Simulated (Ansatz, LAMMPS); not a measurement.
## Elastic response of glassy 25SiO2-50B2O3-12CaO-12Na2O (mol %) (62 atoms)

How stiff is glassy 25SiO2-50B2O3-12CaO-12Na2O (mol %) (62 atoms), and how do its levels respond to strain?

Calculated with Ansatz 0.2.0; Kohn-Sham DFT, PBEsol, PAW (set soft_2), plane waves.

## 1. The structure

The cell holds 62 atoms: 4 Si, 16 B, 2 Ca, 4 Na and 36 O. Its edges and angles: a = 9.092 Å, b = 9.092 Å, c = 9.092 Å, α = 90.0°, β = 90.0°, γ = 90.0°. 62 atoms (4 Si, 16 B, 2 Ca, 4 Na, 36 O) placed at random at 2.2 g/cm³, melted at 3000 K for 20 ps at fixed volume with the Buckingham and Coulomb pair potential of Guillot and Sator (Geochim. Cosmochim. Acta 71, 1249 (2007)) with the boron terms of Wang et al. (J. Non-Cryst. Solids 498, 294 (2018)). Quenched from 3000 K to 300 K at 20 K/ps and fixed volume, held 10 ps at zero pressure.

What the set-up can't give: The quench rate of 20 K/ps far exceeds what a furnace or splat quench reaches, so expect more defects and frozen-in strain than in a real sample. The network of bonds at the start is that of the classical potential that made the cell, and needn't be the one that DFT or experiment would give. The Brillouin zone is sampled at Γ only.

## 2. Single point at the start

The forces at the start show how far the geometry lies from a minimum of this functional.

input.yaml reads:

```yaml
crystal:
  lattice:
    - [9.09236, 0.0, 0.0]
    - [0.0, 9.09236, 0.0]
    - [0.0, 0.0, 9.09236]
  atoms:
    - { symbol: Si, position: [0.20337, 0.89623, 0.31192] }
    - { symbol: Si, position: [0.85106, 0.46697, 0.4586] }
    - { symbol: Si, position: [0.92762, 0.03494, 0.59401] }
    - { symbol: Si, position: [0.11002, 0.4751, 0.92523] }
    - { symbol: B, position: [0.45439, 0.62602, 0.60198] }
    - { symbol: B, position: [0.07785, 0.19044, 0.81501] }
    - { symbol: B, position: [0.74559, 0.96884, 0.30273] }
    - { symbol: B, position: [0.30076, 0.41029, 0.45754] }
    - { symbol: B, position: [0.9572, 0.78016, 0.41519] }
    - { symbol: B, position: [0.68353, 0.44794, 0.72782] }
    - { symbol: B, position: [0.65449, 0.5514, 0.27314] }
    - { symbol: B, position: [0.78815, 0.4643, 0.02401] }
    - { symbol: B, position: [0.72758, 0.16942, 0.07861] }
    - { symbol: B, position: [0.27503, 0.11452, 0.53938] }
    - { symbol: B, position: [0.44818, 0.91142, 0.6773] }
    - { symbol: B, position: [0.51234, 0.81098, 0.33944] }
    - { symbol: B, position: [0.70529, 0.97972, 0.83112] }
    - { symbol: B, position: [0.98142, 0.22905, 0.33796] }
    - { symbol: B, position: [0.09911, 0.0884, 0.10299] }
    - { symbol: B, position: [0.30235, 0.36064, 0.16061] }
    - { symbol: Ca, position: [0.88717, 0.67276, 0.71579] }
    - { symbol: Ca, position: [0.465, 0.17115, 0.87217] }
    - { symbol: Na, position: [0.16228, 0.88124, 0.82266] }
    - { symbol: Na, position: [0.56322, 0.72056, 0.94041] }
    - { symbol: Na, position: [0.59816, 0.21563, 0.47557] }
    - { symbol: Na, position: [0.93831, 0.74013, 0.0656] }
    - { symbol: O, position: [0.7288, 0.4902, 0.8728] }
    - { symbol: O, position: [0.7025, 0.08049, 0.95215] }
    - { symbol: O, position: [0.09434, 0.75963, 0.34812] }
    - { symbol: O, position: [0.69022, 0.44038, 0.37286] }
    - { symbol: O, position: [0.42934, 0.77667, 0.60594] }
    - { symbol: O, position: [0.22174, 0.43974, 0.05543] }
    - { symbol: O, position: [0.75275, 0.31949, 0.07323] }
    - { symbol: O, position: [0.81235, 0.43598, 0.63197] }
    - { symbol: O, position: [0.55367, 0.93659, 0.78639] }
    - { symbol: O, position: [0.16396, 0.96444, 0.15008] }
    - { symbol: O, position: [0.3655, 0.22766, 0.10985] }
    - { symbol: O, position: [0.10158, 0.33704, 0.81174] }
    - { symbol: O, position: [0.58347, 0.57099, 0.66735] }
    - { symbol: O, position: [0.59892, 0.31085, 0.71987] }
    - { symbol: O, position: [0.71788, 0.55924, 0.13472] }
    - { symbol: O, position: [0.36492, 0.03552, 0.6373] }
    - { symbol: O, position: [0.11972, 0.6231, 0.82329] }
    - { symbol: O, position: [0.56247, 0.67152, 0.31367] }
    - { symbol: O, position: [0.78168, 0.04354, 0.69395] }
    - { symbol: O, position: [0.06387, 0.10551, 0.6911] }
    - { symbol: O, position: [0.3595, 0.5234, 0.53753] }
    - { symbol: O, position: [0.78612, 0.84922, 0.87383] }
    - { symbol: O, position: [0.98005, 0.37819, 0.37813] }
    - { symbol: O, position: [0.73723, 0.0968, 0.21441] }
    - { symbol: O, position: [0.20276, 0.02466, 0.43916] }
    - { symbol: O, position: [0.97186, 0.86615, 0.55024] }
    - { symbol: O, position: [0.91626, 0.13776, 0.44515] }
    - { symbol: O, position: [0.37423, 0.8505, 0.29792] }
    - { symbol: O, position: [0.27374, 0.27022, 0.52424] }
    - { symbol: O, position: [0.6185, 0.91715, 0.37366] }
    - { symbol: O, position: [0.30036, 0.40691, 0.30708] }
    - { symbol: O, position: [0.87229, 0.6433, 0.44339] }
    - { symbol: O, position: [0.0404, 0.187, 0.2033] }
    - { symbol: O, position: [0.08119, 0.11944, 0.95413] }
    - { symbol: O, position: [0.86362, 0.87505, 0.30407] }
    - { symbol: O, position: [0.94837, 0.48782, 0.00835] }
kpoints:
  mp_grid: { grid: [1, 1, 1] }
hamiltonian:
  xc: pbesol
scf:
  occupations: { method: fixed }
output:
  forces: true
```

The run is started by

```bash
> ansatz run input.yaml --threads 4 --pin off --max-ram 8192MiB --backend cpu --events-out ev --progress --plain --runs-dir out
```

Numbers of over 12 decimals in the logs are rounded to 6 here.

Output:

```text
[...]
Pseudopotentials: kind: paw
Pseudopotential: Si, paw, valence charge 4, recommended cutoff 420 eV (normal), Si.paw.azcp
Pseudopotential: B, paw, valence charge 3, recommended cutoff 420 eV (normal), B.paw.azcp
Pseudopotential: Ca, paw, valence charge 10, recommended cutoff 420 eV (normal), Ca.paw.azcp
Pseudopotential: Na, paw, valence charge 9, recommended cutoff 420 eV (normal), Na.paw.azcp
Pseudopotential: O, paw, valence charge 6, recommended cutoff 420 eV (normal), O.paw.azcp
[... 3 lines on functional and potentials left out ...]
Crystal: 62 atoms, lattice volume = 751.675 Å³
Basis set: ecut = 420 eV, 14771 PW (Γ), exchange–correlation on 128×128×128 points (8 copies of the dense FFT grid, shifted against one another)
Bands: 230, of which v1, the nominal top of the filled ones, is band 168 counted from 1 (167 counted from 0)
Symmetry: 1 space group operations
Space group: P1 (ITA 1), of the structure as read, at distance tolerance 9.1e-5 Å
k-points: 1
[... 16 lines on functional and potentials left out ...]
Initial density: superposition of atomic densities (neutral atoms: chi_scale 0, normalization atom), corrected by the library's trained network
Initial wavefunctions: pseudopotential atomic-orbital guess
[...]
SCF iter   1: F=—  HF=-34663.693957 eV  |F-HF|=—  |Δ(HF+E_count)|=         —  Δρ=1.18e-2  dr2=9.26e-1  ethr=1.77e-3  ⟨swp⟩=6.0  Hψ=753  notcnv=0  defer=60
preconditioner: auto → Resta (q_TF=auto, 2.386 Å⁻¹)  ε∞=3.0  [insulator: Δε(μ)=1.995 eV  Ē_g=17.406 eV  n_scr=170 (ndim 8)  ℏωp=24.4 eV  f_vac=0.167  ε∞_Penn≈3.0]
SCF iter   2: F=—  HF=-34663.449969 eV  |F-HF|=—  |Δ(HF+E_count)|=   2.44e-1  Δρ=3.12e-3  dr2=7.53e-2  ethr=2.75e-4  ⟨swp⟩=3.0  Hψ=349  notcnv=0  defer=60
SCF iter   3: F=—  HF=-34663.437670 eV  |F-HF|=—  |Δ(HF+E_count)|=   1.23e-2  Δρ=1.40e-3  dr2=2.54e-2  ethr=2.24e-5  ⟨swp⟩=3.0  Hψ=286  notcnv=0  defer=46
automatic band count: iteration 3 solves 216 bands in place of 230: the levels show a gap, and the empty bands left out lie too high to hold charge; the band table lists the bands solved (type scf.n_extra_bands for more)
SCF iter   4: F=—  HF=-34663.434226 eV  |F-HF|=—  |Δ(HF+E_count)|=   3.44e-3  Δρ=9.53e-4  dr2=6.38e-3  ethr=7.57e-6  ⟨swp⟩=3.0  Hψ=313  notcnv=0  defer=46
SCF iter   5: F=—  HF=-34663.433257 eV  |F-HF|=—  |Δ(HF+E_count)|=   9.70e-4  Δρ=2.56e-4  dr2=6.15e-4  ethr=1.90e-6  ⟨swp⟩=2.0  Hψ=337  notcnv=0  defer=46
[...]
SCF iter  10: F=—  HF=-34663.435044 eV  |F-HF|=—  |Δ(HF+E_count)|=   6.05e-7  Δρ=4.47e-6  dr2=1.77e-7  ethr=3.04e-10  ⟨swp⟩=2.0  Hψ=286  notcnv=0  defer=46
SCF iter  11: F=-34663.435044 eV  HF=-34663.435044 eV  |F-HF|=2.51e-8  |Δ(HF+E_count)|=   1.94e-7  Δρ=1.93e-6  dr2=2.93e-8  ethr=2.98e-11  ⟨swp⟩=5.0  Hψ=632  notcnv=0
SCF 1 converged in 11 iterations: F = -34663.435044 eV  dr2 = 2.93e-8
[...]
SCF converged after 11 iterations
Free energy (F): -34663.435044 eV
Harris-Foulkes:  -34663.435044 eV  (|F-HF|=2.51e-8)
Internal energy: -34663.435044 eV  (E = F + TS)
E sigma→0 (E₀):  -34663.435044 eV
Fermi energy:    4.688336 eV
--- Per-component energies (eV) ---
[...]
Σ components = -34663.435044   (vs F -34663.435044, Δ=0.00e0)
--- Forces (eV/Å), atoms counted from 1 ---
  atom   1  Si     0.81924220     0.26116520     1.00718584
  atom   2  Si    -2.13333875     0.53730265     0.67155081
  atom   3  Si    -1.48822540     0.59379985     0.10378490
  atom   4  Si    -2.46384944     1.33285640     0.52948549
[...]
atom  62  O      0.18220875     0.59467818     0.67200574
  max |Σ_I F_I| component: 1.30e-4 eV/Å
```

Elapsed: 4.7 s, on 4 threads of Arm Neoverse V1, shared host; peak memory 0.82 GiB; 17 s of CPU time.

The column dr2 measures how far the density is from self-consistency, as an energy; F and HF (Harris–Foulkes) agree once it is small.

The r.m.s. force at the start is 1.2 eV/Å.

## 3. Cell and atoms relaxed

Cell and atoms are freed together, to release stress as well as forces.

input.yaml reads:

```yaml
crystal:
  lattice:
    - [9.09236, 0.0, 0.0]
    - [0.0, 9.09236, 0.0]
    - [0.0, 0.0, 9.09236]
  atoms:
    [... the 62 atom lines of step 2 ...]
kpoints:
  mp_grid: { grid: [1, 1, 1] }
hamiltonian:
  xc: pbesol
scf:
  occupations: { method: fixed }
output:
  forces: true
relax:
  f_tol: 0.05
  max_steps: 150
  cell: {}
```

Output:

```text
[...]
Crystal: 62 atoms, lattice volume = 751.675 Å³
Basis set: ecut = 420 eV, 14771 PW (Γ), exchange–correlation on 128×128×128 points (8 copies of the dense FFT grid, shifted against one another)
Bands: 230, of which v1, the nominal top of the filled ones, is band 168 counted from 1 (167 counted from 0)
Symmetry: 1 space group operations
[...]
k-points: 1
[...]
SCF iter   1: F=—  HF=-34663.693963 eV  |F-HF|=—  |Δ(HF+E_count)|=         —  Δρ=1.18e-2  dr2=9.26e-1  ethr=1.77e-3  ⟨swp⟩=6.0  Hψ=753  notcnv=0  defer=60
[...]
SCF iter  11: F=-34663.435044 eV  HF=-34663.435044 eV  |F-HF|=2.51e-8  |Δ(HF+E_count)|=   1.94e-7  Δρ=1.93e-6  dr2=2.93e-8  ethr=2.98e-11  ⟨swp⟩=5.0  Hψ=632  notcnv=0
SCF 1 converged in 11 iterations: F = -34663.435044 eV  dr2 = 2.93e-8
[...]
relax step   1: F+E_penalty+E_count = -34663.43504416 eV  Δ(F+E_penalty+E_count) = +0.000e0 eV  max|allowed force component| = 4.066e0 eV/Å  Δτ_max = 0.0000 Å  P = -5.996 GPa  Ω = 751.675 Å³  (11 SCF iters, dr2 threshold 1.00e-7 eV, accepted)
[... from here on, the SCF cycles and remarks between the steps are left out ...]
relax step   2: F+E_penalty+E_count = -34667.33924212 eV  Δ(F+E_penalty+E_count) = -3.904e0 eV  max|allowed force component| = 2.203e0 eV/Å  Δτ_max = 0.1954 Å  P = -2.249 GPa  Ω = 732.634 Å³  energy of the carried Pulay correction = +7.231e-2 eV  (8 SCF iters, dr2 threshold 6.20e-6 eV, accepted)
relax step   3: F+E_penalty+E_count = -34668.69330699 eV  Δ(F+E_penalty+E_count) = -1.354e0 eV  max|allowed force component| = 1.462e0 eV/Å  Δτ_max = 0.1965 Å  P = +1.293 GPa  Ω = 715.861 Å³  energy of the carried Pulay correction = +1.376e-1 eV  (8 SCF iters, dr2 threshold 6.20e-6 eV, accepted)
relax step   4: F+E_penalty+E_count = -34669.22078093 eV  Δ(F+E_penalty+E_count) = -5.275e-1 eV  max|allowed force component| = 9.136e-1 eV/Å  Δτ_max = 0.1392 Å  P = +0.706 GPa  Ω = 723.798 Å³  energy of the carried Pulay correction = +1.065e-1 eV  (7 SCF iters, dr2 threshold 6.20e-6 eV, accepted)
relax step   5: F+E_penalty+E_count = -34669.49634604 eV  Δ(F+E_penalty+E_count) = -2.756e-1 eV  max|allowed force component| = 5.403e-1 eV/Å  Δτ_max = 0.2000 Å  P = +0.090 GPa  Ω = 727.911 Å³  energy of the carried Pulay correction = +9.053e-2 eV  (7 SCF iters, dr2 threshold 6.20e-6 eV, accepted)
relax step   6: F+E_penalty+E_count = -34669.60887573 eV  Δ(F+E_penalty+E_count) = -1.125e-1 eV  max|allowed force component| = 3.163e-1 eV/Å  Δτ_max = 0.1094 Å  P = -0.209 GPa  Ω = 729.702 Å³  energy of the carried Pulay correction = +8.361e-2 eV  (7 SCF iters, dr2 threshold 6.20e-6 eV, accepted)
relax step   7: F+E_penalty+E_count = -34669.71218056 eV  Δ(F+E_penalty+E_count) = -1.033e-1 eV  max|allowed force component| = 6.331e-1 eV/Å  Δτ_max = 0.2000 Å  P = -0.335 GPa  Ω = 730.699 Å³  energy of the carried Pulay correction = +7.976e-2 eV  (7 SCF iters, dr2 threshold 6.20e-6 eV, accepted)
relax step   8: F+E_penalty+E_count = -34669.79471324 eV  Δ(F+E_penalty+E_count) = -8.253e-2 eV  max|allowed force component| = 4.220e-1 eV/Å  Δτ_max = 0.0565 Å  P = -0.181 GPa  Ω = 730.813 Å³  energy of the carried Pulay correction = +7.932e-2 eV  (7 SCF iters, dr2 threshold 6.20e-6 eV, accepted)
relax step   9: F+E_penalty+E_count = -34669.87072814 eV  Δ(F+E_penalty+E_count) = -7.601e-2 eV  max|allowed force component| = 2.888e-1 eV/Å  Δτ_max = 0.1217 Å  P = +0.015 GPa  Ω = 730.386 Å³  energy of the carried Pulay correction = +8.097e-2 eV  (7 SCF iters, dr2 threshold 6.20e-6 eV, accepted)
relax step  10: F+E_penalty+E_count = -34669.94179387 eV  Δ(F+E_penalty+E_count) = -7.107e-2 eV  max|allowed force component| = 3.331e-1 eV/Å  Δτ_max = 0.2000 Å  P = -0.186 GPa  Ω = 731.009 Å³  energy of the carried Pulay correction = +7.857e-2 eV  (8 SCF iters, dr2 threshold 5.21e-6 eV, accepted)
relax step  11: F+E_penalty+E_count = -34670.00992351 eV  Δ(F+E_penalty+E_count) = -6.813e-2 eV  max|allowed force component| = 3.483e-1 eV/Å  Δτ_max = 0.1214 Å  P = +0.122 GPa  Ω = 729.425 Å³  energy of the carried Pulay correction = +8.468e-2 eV  (7 SCF iters, dr2 threshold 6.20e-6 eV, accepted)
relax step  12: F+E_penalty+E_count = -34670.05298664 eV  Δ(F+E_penalty+E_count) = -4.306e-2 eV  max|allowed force component| = 2.983e-1 eV/Å  Δτ_max = 0.1385 Å  P = -0.328 GPa  Ω = 728.467 Å³  energy of the carried Pulay correction = +8.838e-2 eV  (7 SCF iters, dr2 threshold 6.20e-6 eV, accepted)
relax step  13: F+E_penalty+E_count = -34670.09110174 eV  Δ(F+E_penalty+E_count) = -3.812e-2 eV  max|allowed force component| = 2.790e-1 eV/Å  Δτ_max = 0.0431 Å  P = +0.168 GPa  Ω = 726.267 Å³  energy of the carried Pulay correction = +9.691e-2 eV  (6 SCF iters, dr2 threshold 5.56e-6 eV, accepted)
relax step  14: F+E_penalty+E_count = -34670.15325403 eV  Δ(F+E_penalty+E_count) = -6.215e-2 eV  max|allowed force component| = 6.550e-1 eV/Å  Δτ_max = 0.2000 Å  P = -0.276 GPa  Ω = 721.586 Å³  energy of the carried Pulay correction = +1.151e-1 eV  (7 SCF iters, dr2 threshold 4.87e-6 eV, accepted)
[...]
relax step  45: F+E_penalty+E_count = -34670.91587172 eV  Δ(F+E_penalty+E_count) = -1.670e-3 eV  max|allowed force component| = 6.134e-2 eV/Å  Δτ_max = 0.0575 Å  P = -0.014 GPa  Ω = 704.903 Å³  energy of the carried Pulay correction = +2.430e-2 eV  (7 SCF iters, dr2 threshold 1.82e-7 eV, accepted)
relax step  46: F+E_penalty+E_count = -34670.92082316 eV  Δ(F+E_penalty+E_count) = -4.951e-3 eV  max|allowed force component| = 1.027e-1 eV/Å  Δτ_max = 0.1717 Å  P = +0.044 GPa  Ω = 703.605 Å³  energy of the carried Pulay correction = +2.975e-2 eV  (9 SCF iters, dr2 threshold 2.35e-7 eV, rejected (line search))
relax step  47: F+E_penalty+E_count = -34670.92074689 eV  Δ(F+E_penalty+E_count) = -4.875e-3 eV  max|allowed force component| = 3.302e-2 eV/Å  Δτ_max = 0.0836 Å  P = +0.025 GPa  Ω = 704.597 Å³  energy of the carried Pulay correction = +2.556e-2 eV  (11 SCF iters, accepted)
relax step  48: F+E_penalty+E_count = -34670.90021467 eV  Δ(F+E_penalty+E_count) = +2.053e-2 eV  max|allowed force component| = 3.303e-2 eV/Å  Δτ_max = 0.0000 Å  P = -0.013 GPa  Ω = 704.597 Å³  stress off target by 1.08e-1 GPa  SCF on the basis re-selected at this cell (its energy is not comparable with the rows above)  (6 SCF iters)
relax step  49: F+E_penalty+E_count = -34670.90795813 eV  Δ(F+E_penalty+E_count) = -7.743e-3 eV  max|allowed force component| = 1.279e-1 eV/Å  Δτ_max = 0.0976 Å  P = -0.049 GPa  Ω = 702.986 Å³  energy of the carried Pulay correction = +7.106e-3 eV  (9 SCF iters, dr2 threshold 2.93e-8 eV, accepted)
relax step  50: F+E_penalty+E_count = -34670.90936931 eV  Δ(F+E_penalty+E_count) = -1.411e-3 eV  max|allowed force component| = 4.185e-2 eV/Å  Δτ_max = 0.0248 Å  P = +0.042 GPa  Ω = 702.961 Å³  energy of the carried Pulay correction = +7.200e-3 eV  (6 SCF iters, dr2 threshold 1.02e-6 eV, accepted)
relax step  51: F+E_penalty+E_count = -34670.91020510 eV  Δ(F+E_penalty+E_count) = -8.358e-4 eV  max|allowed force component| = 4.238e-2 eV/Å  Δτ_max = 0.0269 Å  P = +0.041 GPa  Ω = 702.849 Å³  energy of the carried Pulay correction = +7.727e-3 eV  (8 SCF iters, dr2 threshold 9.14e-9 eV, accepted)
relax step  52: F+E_penalty+E_count = -34670.90944671 eV  Δ(F+E_penalty+E_count) = +7.584e-4 eV  max|allowed force component| = 5.290e-2 eV/Å  Δτ_max = 0.0144 Å  P = -0.007 GPa  Ω = 703.123 Å³  energy of the carried Pulay correction = +6.558e-3 eV  (8 SCF iters, dr2 threshold 1.46e-8 eV, accepted)
relax step  53: F+E_penalty+E_count = -34670.90935839 eV  Δ(F+E_penalty+E_count) = +8.832e-5 eV  max|allowed force component| = 2.529e-2 eV/Å  Δτ_max = 0.0159 Å  P = -0.025 GPa  Ω = 703.215 Å³  energy of the carried Pulay correction = +6.176e-3 eV  (6 SCF iters, dr2 threshold 1.75e-7 eV, accepted)
relax step  54: F+E_penalty+E_count = -34670.90241781 eV  Δ(F+E_penalty+E_count) = +6.941e-3 eV  max|allowed force component| = 2.562e-2 eV/Å  Δτ_max = 0.0000 Å  P = -0.031 GPa  Ω = 703.215 Å³  stress off target by 6.78e-2 GPa  SCF on the basis re-selected at this cell (its energy is not comparable with the rows above)  (6 SCF iters)
relax step  55: F+E_penalty+E_count = -34670.90248718 eV  Δ(F+E_penalty+E_count) = -6.938e-5 eV  max|allowed force component| = 2.401e-2 eV/Å  Δτ_max = 0.0056 Å  P = -0.031 GPa  Ω = 703.239 Å³  energy of the carried Pulay correction = -6.168e-5 eV  (7 SCF iters, dr2 threshold 1.15e-8 eV, accepted)
relax step  56: F+E_penalty+E_count = -34670.90407961 eV  Δ(F+E_penalty+E_count) = -1.592e-3 eV  max|allowed force component| = 1.087e-2 eV/Å  Δτ_max = 0.0077 Å  P = -0.006 GPa  Ω = 702.952 Å³  energy of the carried Pulay correction = +1.240e-3 eV  (7 SCF iters, dr2 threshold 9.20e-9 eV, accepted)
relax step  57: F+E_penalty+E_count = -34670.90316978 eV  Δ(F+E_penalty+E_count) = +9.098e-4 eV  max|allowed force component| = 1.095e-2 eV/Å  Δτ_max = 0.0000 Å  P = -0.007 GPa  Ω = 702.952 Å³  stress off target by 1.39e-2 GPa  SCF on the basis re-selected at this cell (its energy is not comparable with the rows above)  (5 SCF iters)
[...]
SCF converged after 5 iterations
Free energy (F): -34670.903170 eV
[...]
Internal energy: -34670.903170 eV  (E = F + TS)
E sigma→0 (E₀):  -34670.903170 eV
Fermi energy:    3.848210 eV
[...]
--- Forces (eV/Å), atoms counted from 1 ---
  atom   1  Si     0.00527631    -0.00895352     0.00296229
  atom   2  Si     0.00109493    -0.00256302     0.00284408
  atom   3  Si     0.00776256    -0.00074521     0.00270842
  atom   4  Si     0.00042147     0.00364647     0.00837093
  atom   5  B      0.00209147    -0.00067002    -0.00030452
  atom   6  B      0.00918546    -0.00051333     0.00663484
  atom   7  B     -0.00261532    -0.00491384    -0.01070816
  atom   8  B     -0.00068760    -0.00733471    -0.00074788
  atom   9  B     -0.00001461     0.00214400     0.00177454
  atom  10  B      0.00502998     0.00049397    -0.00723988
  atom  11  B      0.00021779    -0.00420335    -0.00159514
  atom  12  B     -0.00264477     0.00199653     0.00481057
  atom  13  B     -0.00339080    -0.00090778    -0.00169278
  atom  14  B     -0.00096438    -0.00233875     0.00340884
[...]
atom  61  O      0.00588652     0.00040393    -0.00090253
  atom  62  O     -0.00009586    -0.00020637    -0.00216735
  max |Σ_I F_I| component: 1.55e-5 eV/Å
--- Stress (GPa, compression-positive) ---
        0.003316      -0.002738       0.001155
       -0.002738      -0.013503      -0.000066
        0.001157      -0.000068      -0.009826
  P = ⅓ Tr σ = -0.0067 GPa (-0.067 kbar)
--- Relaxed structure (53 steps of the walk, 46 accepted, 4 SCFs on fresh bases) ---
  F+E_penalty+E_count = -34670.90316978 eV   max|allowed force component| = 1.095e-2 eV/Å   (the final SCF, on the basis selected at the relaxed cell)
  cell:  # Å, volume = 702.9522 Å³
    - [9.010917, -0.184960, 0.457562]
    - [-0.184960, 8.922715, -0.071424]
    - [0.457562, -0.071424, 8.770373]
  atoms:
    - { symbol: Si, position: [0.241364, 0.901339, 0.281911] }
    - { symbol: Si, position: [0.846084, 0.475753, 0.427483] }
    - { symbol: Si, position: [0.917692, 0.044436, 0.615673] }
    - { symbol: Si, position: [0.058745, 0.486284, 0.964941] }
[...]
- { symbol: O, position: [0.894300, 0.466505, 0.061086] }
```

Run time: 4.2 min. Hardware: 4 threads; peak memory 0.84 GiB.

The relaxation converged after 53 steps, with a largest force component of 0.011 eV/Å.

(Continued in part 2 of 4.)

[Logs are printed without paths, hosts, clocks, repeated set-up lines and the standing remarks that a program may print on its own settings, such as how far it seeks lower states.]

[Hosts, paths, dates, database ids (printed as entryN), source tags and the programs' standing remarks are cut or masked in the printed files.]
